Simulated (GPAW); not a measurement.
# Surface energy and work function of Sc(0001) from slabs of 3 to 12 layers (RPBE)

How do energy and work function of Sc(0001) films settle with thickness, and what surface energy follows?

How it was computed: GPAW 26.7.0, plane waves at 450 eV with PAW setups; symmetric 1×1 slabs cut at the tabulated lattice constant (two decimals; low-temperature values for the alkali metals), atoms at bulk places, 7.5 Å of vacuum on each side, one in-plane mesh for all thicknesses, Fermi-Dirac smearing of 0.1 eV. Energies are extrapolated to zero smearing and count from the program's reference atoms. Functional RPBE. The cell's area is 9.488 Å².

Results, with one row withheld:

| layers | energy (eV) | work function (eV) |
| --- | --- | --- |
| 3 | −11.7097 | 3.55 |
| 4 | −16.0742 | 3.56 |
| 5 | −20.4437 | 3.56 |
| 6 | −24.8163 | 3.56 |
| 7 | −29.1883 | 3.56 |
| 8 | −33.5602 | 3.56 |
| 9 | −37.9323 | 3.57 |
| 10 | −42.3036 | 3.56 |
| 11 | −46.6753 | 3.56 |
| 12 | ? | ? |

To predict: What surface energy do these runs give, and what energy and work function should the 12-layer slab have?

**Working.** A slab of n layers has E(n) = nε + 2Aγ once its middle is bulk-like. A line through n = 6 to 11 has the slope ε = −4.3718 eV a layer and the intercept 2Aγ = 1.4143 eV (r.m.s. residual 0.2 meV). So γ = 1.4143 / (2 × 9.488 Å²) = 0.0745 eV/Å² = 1.19 J/m², with a standard error of under 0.01 J/m² from the scatter about the line. For 12 layers: 1.4143 + 12 × (−4.3718) = −51.047 eV; the run gives −51.047 eV, 0.3 meV over the line. The work function has no such law: from 6 to 11 layers it moves between 3.56 and 3.57 eV (mean 3.56), and the 12-layer slab gives 3.56 eV. The thinnest slab, 3 layers, lies −0.01 eV from that mean.

**Limits.** The surfaces are unrelaxed, so γ is an upper bound for this functional and lattice constant. The tabulated lattice constant isn't the functional's own, which strains the slab a little.
